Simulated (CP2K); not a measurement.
Two runs for the F K edge of hexafluoropropene. Run A: CP2K XAS_TDP, all-electron GAPW, PBEh(45%), aug-cc-pVDZ, TDA, no relativity. Run B differs in one setting.

First lines with a strength over 0.0015. A:

```tsv
atom	energy (eV)	states	strength, one atom
F1 (bonded to C)	684.04	1	0.0110
	684.30	1	0.0300
	686.25	1	0.0053
	687.11	1	0.0156
	687.72	1	0.0016
F5 (bonded to C)	682.75	1	0.0354
	683.90	1	0.0063
	685.92	1	0.0041
	686.81	1	0.0023
	687.20	2	0.0045
F7 (bonded to C), 2 alike	683.47	1	0.0294
	685.21	1	0.0063
	685.88	1	0.0024
	686.27	1	0.0171
	686.72	1	0.0035
```

B:

```tsv
atom	energy (eV)	states	strength, one atom
F1 (bonded to C)	690.56	1	0.0109
	690.82	1	0.0298
	692.77	1	0.0052
	693.63	1	0.0155
	694.24	1	0.0016
F5 (bonded to C)	689.19	1	0.0350
	690.35	1	0.0062
	692.37	1	0.0041
	693.26	1	0.0023
	693.64	2	0.0044
F7 (bonded to C), 2 alike	689.95	1	0.0292
	691.68	1	0.0062
	692.35	1	0.0024
	692.75	1	0.0169
	693.20	1	0.0035
```

Which was it: the functional, GW2X switched on, scalar relativity switched on, the basis?

GW2X switched on. GW2X shifts an atom's lines together and keeps their spacings. Against PBEh(45%) in aug-cc-pVDZ, the leading lines move by +6.52 eV (F1, to 690.56), +6.44 eV (F5, to 689.19) and +6.48 eV (F7, to 689.95).

[Banner, clock and machine lines of the logs are left out without a mark of their own.]

[Logs are printed without paths, hosts, clocks, repeated set-up lines and the standing remarks that a program may print on its own settings, such as how far it seeks lower states.]

[Hosts, paths, dates, database ids (printed as entryN), source tags and the programs' standing remarks are cut or masked in the printed files.]
